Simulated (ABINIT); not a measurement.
# SiO2 (Quartz): G0W0 with ABINIT, start to end, part 3 of 3

Aim: the G0W0 gap of SiO2 (Quartz) on LDA, step by step.

ABINIT 10.8.3; LDA and many-body steps on it, plane waves. Known limits of the many-body steps: not at the basis limit; coarse k mesh.

So far. Step 3 (Bands along the symmetry lines): The gap is 5.801 eV, as in the run before at this level. Step 4 (Empty states on the mesh, 3×3×2 mesh, 195 bands): On this mesh the gap is 5.801 eV.

### 5. Screening, 3×3×2 mesh, 179 bands, screening to 106.1 eV

The RPA dielectric matrix is built and inverted for each q.

This step: RPA screening on LDA, plane waves, norm-conserving pseudopotentials.

File run.abi:

```
acell 3*1.0 Angstrom
rprim 
  4.915799999986 0.000000000003 0.000000000000
  -2.457899999996 4.257207679910 0.000000000000
  0.000000000000 0.000000000000 5.409100000000
ntypat 2
znucl 14 8
natom 9
typat 1 1 1 2 2 2 2 2 2
xred 
  0.530300000000 0.000000000000 0.333333333333
  0.000000000000 0.530300000000 0.666666666667
  0.469700000000 0.469700000000 -0.000000000000
  0.146200000000 0.414200000000 0.881000000000
  0.585800000000 0.732000000000 0.214333333333
  0.268000000000 0.853800000000 0.547666666667
  0.414200000000 0.146200000000 0.119000000000
  0.732000000000 0.585800000000 0.785666666667
  0.853800000000 0.268000000000 0.452333333333
pp_dirpath "pseudos"
pseudos "Si.upf, O.upf"
ecut 36
ngkpt 3 3 2
nshiftk 1
shiftk 0 0 0
kptopt 1
chksymbreak 0
istwfk *1
occopt 1
irdwfk 1
optdriver 3
nband 179
ecuteps 3.9
inclvkb 2
awtr 1
symchi 1
indata_prefix "in"
outdata_prefix "out"
tmpdata_prefix "tmp"
```

The run is started by

```
$ OMP_NUM_THREADS=1 mpirun -n 4 abinit run.abi > log
```

Numbers of over 12 decimals in the logs are rounded to 6 here.

What it wrote:

```text
.Version 10.8.3 of ABINIT. v10.8.2 released Aug 2026.

 Symmetries : space group P3_1 2 1 (#152); Bravais hP (primitive hexag.)
[... echo of the input left out ...]
== DATASET  1 ==================================================================
-   mpi_nproc: 4, omp_nthreads: 1 (-1 if OMP is not activated)

--- !DatasetInfo
iteration_state: {dtset: 1, }
dimensions: {natom: 9, nkpt: 6, mband: 179, nsppol: 1, nspinor: 1, nspden: 1, mpw: 7935, }
cutoff_energies: {ecut:  36.0, pawecutdg:  -1.0, }
electrons: {nelect:   4.80000000E+01, charge:   0.00000000E+00, occopt:   1.00000000E+00, tsmear:   1.00000000E-02, }

 SCREENING: Calculation of the susceptibility and dielectric matrices

 Based on a program developped by R.W. Godby, V. Olevano, G. Onida, and L. Reining.
 Incorporated in ABINIT by V. Olevano, G.-M. Rignanese, and M. Torrent.
.Using double precision arithmetic ; gwpc =  8

[... cell and pseudopotentials left out ...]
--------------------------------------------------------------------------------

 ==== K-mesh for the wavefunctions ====
 Number of points in the irreducible wedge :     6
[... list of points left out ...]
 Together with  6 symmetry operations and time-reversal symmetry
 yields    18 points in the full Brillouin Zone.

 ==== Q-mesh for the screening function ====
 Number of points in the irreducible wedge :     6
[... list of points left out ...]
 Together with  6 symmetry operations and time-reversal symmetry
 yields    18 points in the full Brillouin Zone.

 setmesh: FFT mesh size selected  =    36x   36x   45
          total number of points  =        58320

 vcoul_init : cutoff-mode = AUXILIARY_FUNCTION
 q-points for optical limit:   1
     1)      0.000010    0.000020    0.000030

- screening: taking advantage of time-reversal symmetry
- Maximum band index for partially occupied states nbvw = 24
- Remaining bands to be divided among processors   nbcw = 155
- Number of bands treated by each node ~38

 Number of electrons calculated from density =   48.0000; Expected =   48.0000
 average of density, n =  0.062835
 r_s =    1.5604
 omega_plasma =   24.1800 [eV]

 calculating chi0 at frequencies [eV] :
  1    0.000000E+00    0.000000E+00
  2    0.000000E+00    2.417998E+01

--------------------------------------------------------------------------------
  q-point number  1        q = ( 0.000000, 0.000000, 0.000000) [r.l.u.]
--------------------------------------------------------------------------------
[... chi0 elements left out ...]
 For q-point:  0.000010 0.000020 0.000030
  dielectric constant =   2.3983
  dielectric constant without local fields =   2.5955

  Average fulfillment of the sum rule on Im[epsilon] for q-point    1 :     64.39  [%]
[... wings left out ...]
  q-point number  2        q = ( 0.333333, 0.000000, 0.000000) [r.l.u.]
--------------------------------------------------------------------------------
[... chi0 elements left out ...]
  Average fulfillment of the sum rule on Im[epsilon] for q-point    2 :     70.28  [%]

 [... 4 further q-points ...]
```

Elapsed: 1.8 min, on 4 MPI ranks of Arm Neoverse V1, shared host; peak memory 2.1 GiB.

Numbers from this step:

* ε∞ with local fields, on this mesh, along the program's q direction: 2.398
* the same without local fields: 2.595
* plasma frequency: 24.18 eV
* plane waves in the screening matrix: 279

Local fields lower ε∞ by 8 %. On a Γ-centred mesh this coarse the value itself is usually too large, while a short band sum pulls it down.

### 6. Self-energy, 3×3×2 mesh, 179 bands, screening to 106.1 eV

The self-energy is evaluated for the states that the input lists, and the levels follow from it, in one-shot runs by the linearised quasiparticle equation.

This step: G0W0 on LDA, plane waves, norm-conserving pseudopotentials.

run.abi: that of step 5 with these lines changed.

```diff
@@ -30,8 +30,19 @@
 irdwfk 1
-optdriver 3
+optdriver 4
 nband 179
+gwcalctyp 0
+ecutsigx 36
+symsigma 1
+nkptgw 3
+kptgw 
+  0.3333333333 0.3333333333 0.0000000000
+  0.0000000000 0.0000000000 0.0000000000
+  0.0000000000 0.0000000000 0.5000000000
+bdgw 
+  22 26
+  23 27
+  22 26
 ecuteps 3.9
-inclvkb 2
-awtr 1
-symchi 1
+irdscr 1
+ppmodel 1
 indata_prefix "in"
```

What it wrote:

```text
.Version 10.8.3 of ABINIT. v10.8.2 released Aug 2026.

 Symmetries : space group P3_1 2 1 (#152); Bravais hP (primitive hexag.)
[... echo of the input left out ...]
== DATASET  1 ==================================================================
-   mpi_nproc: 4, omp_nthreads: 1 (-1 if OMP is not activated)

--- !DatasetInfo
iteration_state: {dtset: 1, }
dimensions: {natom: 9, nkpt: 6, mband: 179, nsppol: 1, nspinor: 1, nspden: 1, mpw: 7935, }
cutoff_energies: {ecut:  36.0, pawecutdg:  -1.0, }
electrons: {nelect:   4.80000000E+01, charge:   0.00000000E+00, occopt:   1.00000000E+00, tsmear:   1.00000000E-02, }

 SIGMA: Calculation of the GW corrections

 Based on a program developped by R.W. Godby, V. Olevano, G. Onida, and L. Reining.
 Incorporated in ABINIT by V. Olevano, G.-M. Rignanese, and M. Torrent.
.Using double precision arithmetic ; gwpc =  8

[... cell and pseudopotentials left out ...]
--------------------------------------------------------------------------------

 ==== K-mesh for the wavefunctions ====
 Number of points in the irreducible wedge :     6
[... list of points left out ...]
 Together with  6 symmetry operations and time-reversal symmetry
 yields    18 points in the full Brillouin Zone.

 ==== Q-mesh for screening function ====
 Number of points in the irreducible wedge :     6
[... list of points left out ...]
 Together with  6 symmetry operations and time-reversal symmetry
 yields    18 points in the full Brillouin Zone.

 vcoul_init : cutoff-mode = AUXILIARY_FUNCTION
 q-points for optical limit:   1
     1)      0.000010    0.000020    0.000030
 setmesh: FFT mesh size selected  =    45x   45x   60
          total number of points  =       121500

 Number of electrons calculated from density =   48.0000; Expected =   48.0000
 average of density, n =  0.062835
 r_s =    1.5604
 omega_plasma =   24.1800 [eV]

 === KS Band Gaps ===
  >>>> For spin  1
   Minimum direct gap =   6.1255 [eV], located at k-point      :   0.0000  0.0000  0.0000
   Fundamental gap    =   5.8014 [eV], Top of valence bands at :   0.3333  0.3333  0.0000
                                       Bottom of conduction at :   0.0000  0.0000  0.0000
 SIGMA fundamental parameters:
 PLASMON POLE MODEL  1
 number of plane-waves for SigmaX                 7935
 number of plane-waves for SigmaC and W            279
 number of plane-waves for wavefunctions          7935
 number of bands                                   179
 number of independent spin polarizations            1
 number of spinorial components                      1
 number of k-points in IBZ                           6
 number of q-points in IBZ                           6
 number of symmetry operations                       6
 number of k-points in BZ                           18
 number of q-points in BZ                           18
 number of frequencies for dSigma/dE                 9
 frequency step for dSigma/dE [eV]                0.25
 number of omega for Sigma on real axis              0
 max omega for Sigma on real axis  [eV]           0.00
 zcut for avoiding poles [eV]                     0.10

 EPSILON^-1 parameters (SCR file):
 dimension of the eps^-1 matrix on file            279
 dimension of the eps^-1 matrix used               279
 number of plane-waves for wavefunctions          7935
 number of bands                                   179
 number of q-points in IBZ                           6
 number of frequencies                               2
 number of real frequencies                          1
 number of imag frequencies                          1

 matrix elements of self-energy operator (all in [eV])

 Perturbative Calculation

--- !SelfEnergy_ee
iteration_state: {dtset: 1, }
kpoint     : [   0.333,    0.333,    0.000, ]
spin       : 1
KS_gap     :    8.700
QP_gap     :   12.030
Delta_QP_KS:    3.330
data: !SigmaeeData |
     Band     E0 <VxcDFT>   SigX SigC(E0)      Z dSigC/dE  Sig(E)    E-E0       E
       22  -0.320 -19.498 -25.458   4.133   0.816  -0.225 -20.989  -1.491  -1.811
       23  -0.320 -19.498 -25.458   4.133   0.816  -0.225 -20.989  -1.491  -1.811
       24   0.118 -19.840 -25.698   4.114   0.817  -0.224 -21.265  -1.425  -1.307
       25   8.818 -12.569  -7.108  -3.244   0.859  -0.164 -10.664   1.905  10.723
       26   8.818 -12.569  -7.108  -3.244   0.859  -0.164 -10.664   1.905  10.723

--- !SelfEnergy_ee
iteration_state: {dtset: 1, }
kpoint     : [   0.000,    0.000,    0.000, ]
spin       : 1
KS_gap     :    6.125
QP_gap     :    9.111
Delta_QP_KS:    2.985
data: !SigmaeeData |
     Band     E0 <VxcDFT>   SigX SigC(E0)      Z dSigC/dE  Sig(E)    E-E0       E
       23  -0.206 -19.281 -25.147   4.055   0.818  -0.223 -20.762  -1.481  -1.687
       24  -0.206 -19.281 -25.147   4.055   0.818  -0.223 -20.762  -1.481  -1.687
       25   5.920 -11.309  -6.475  -3.105   0.870  -0.149  -9.805   1.504   7.424
       26   9.156 -10.834  -5.307  -3.408   0.864  -0.157  -9.003   1.831  10.987
       27   9.156 -10.834  -5.307  -3.408   0.864  -0.157  -9.003   1.831  10.987

--- !SelfEnergy_ee
iteration_state: {dtset: 1, }
kpoint     : [   0.000,    0.000,    0.500, ]
spin       : 1
KS_gap     :    7.814
QP_gap     :   11.040
Delta_QP_KS:    3.226
data: !SigmaeeData |
     Band     E0 <VxcDFT>   SigX SigC(E0)      Z dSigC/dE  Sig(E)    E-E0       E
       22  -0.093 -19.649 -25.579   4.128   0.817  -0.224 -21.121  -1.471  -1.564
       23  -0.093 -19.649 -25.579   4.128   0.817  -0.224 -21.121  -1.471  -1.564
       24   0.031 -19.705 -25.603   4.118   0.817  -0.224 -21.158  -1.453  -1.422
       25   7.846 -12.554  -7.428  -3.068   0.862  -0.161 -10.781   1.773   9.619
       26   7.846 -12.554  -7.428  -3.068   0.862  -0.161 -10.781   1.773   9.619

== END DATASET(S) ==============================================================
================================================================================

 -outvars: echo values of variables after computation  --------
           etotal      0.0000000000E+00
            nband         179
             nkpt           6
          spgroup         152
 [... the other variables as echoed above ...]

 Calculation completed.
```

It took 23 s on 4 MPI ranks; peak memory 1.6 GiB.

This step gave:

```yaml
g0w0_gap_on_the_points_computed: 8.731 eV
starting_gap_on_the_mesh: 5.801 eV
k_of_the_valence_top: 0.3333, 0.3333, 0
k_of_the_conduction_bottom: 0, 0, 0
z_at_the_valence_top: 0.817
z_at_the_conduction_bottom: 0.87
least_direct_g0w0_gap_on_the_computed_points: 9.111 eV
```

The gap on the mesh goes from 5.80 eV to 8.73 eV, a correction of +2.93 eV.

Limits: finite bands, cutoff and mesh; coarse k mesh. v1 is the top filled band, c1 the lowest empty one. Levels before and after the correction, in eV, zero at the valence-band top of each column:

|  | conduction bottom | valence top |
| --- | --- | --- |
| Kohn-Sham | 5.80 | 0.00 |
| G0W0 | 8.73 | 0.00 |

|  | level | energy (eV) |
| --- | --- | --- |
| Kohn-Sham | (0.333 0.333 0) v3-v2 | -0.439 |
| Kohn-Sham | (0.333 0.333 0) v1 | 0.000 |
| Kohn-Sham | (0.333 0.333 0) c1-c2 | 8.699 |
| Kohn-Sham | Γ v2-v1 | -0.324 |
| Kohn-Sham | Γ c1 | 5.801 |
| Kohn-Sham | Γ c2-c3 | 9.038 |
| G0W0 | (0.333 0.333 0) v3-v2 | -0.504 |
| G0W0 | (0.333 0.333 0) v1 | 0.000 |
| G0W0 | (0.333 0.333 0) c1-c2 | 12.030 |
| G0W0 | Γ v2-v1 | -0.380 |
| G0W0 | Γ c1 | 8.731 |
| G0W0 | Γ c2-c3 | 12.294 |

### 7. Where the time went

Times are wall times on 4 MPI ranks of Arm Neoverse V1, shared host, good to a factor of about two.

| step | time | share | memory (GiB) |
| --- | --- | --- | --- |
| ground state | 75 s | 19 % | 0.48 |
| bands along the symmetry lines | 57 s | 14 % | 0.48 |
| empty states on the mesh | 2.2 min | 34 % | 0.49 |
| screening | 1.8 min | 27 % | 2.1 |
| self-energy | 23 s | 6 % | 1.6 |

### 8. Summary of results

| Quantity | Value |
| --- | --- |
| LDA gap | 5.80 eV, indirect |
| G0W0 gap on the mesh | 8.73 eV |
| GW settings | 3×3×2 mesh, 179 bands, screening to 106.1 eV, Godby-Needs plasmon pole |
| known limits | not at the basis limit; coarse k mesh |

What this shows: G0W0 moves the gap on the mesh from 5.80 eV to 8.73 eV (+2.93 eV), with Z of 0.82 and 0.87 at the edges. Local fields lower the RPA ε∞ on this mesh from 2.60 to 2.40; a Γ-centred mesh this coarse tends to raise both, most where the direct gap is narrow, while a short band sum lowers them. Only 3 of the mesh's irreducible points were corrected, so a valley elsewhere could overtake. Bands and cutoff are finite, so the gap is not at the basis limit. The miss can reach some tenths of an eV and take either sign; the mesh is an error of its own. In the G0W0 run levels were corrected at 3 k points alone, so a gap called «on the mesh» is the least over those, and an edge elsewhere would be missed. The 3×3×2 mesh is coarse for this cell, which bears on the long-range parts of exchange and screening.

[Paths, hosts, dates, memory and timing lines, banners, echoed tables and standing remarks are left out of the program output.]

[Logs are printed without paths, hosts, clocks, repeated set-up lines and the standing remarks that a program may print on its own settings, such as how far it seeks lower states.]

[Runs of the session that timed out or met a known fault of the program may be left out.]

[Hosts, paths, dates, database ids (printed as entryN), source tags and the programs' standing remarks are cut or masked in the printed files.]

[G0W0 gaps are taken among the corrected bands and points alone; a level outside them can change the order at an edge.]

[Where Ansatz stands beside ABINIT at settings called matched, ABINIT's density can come from a denser mesh and the files from another edition; pairs whose starting gaps differed by over 0.03 eV were left out, so agreement reads better than it is.]
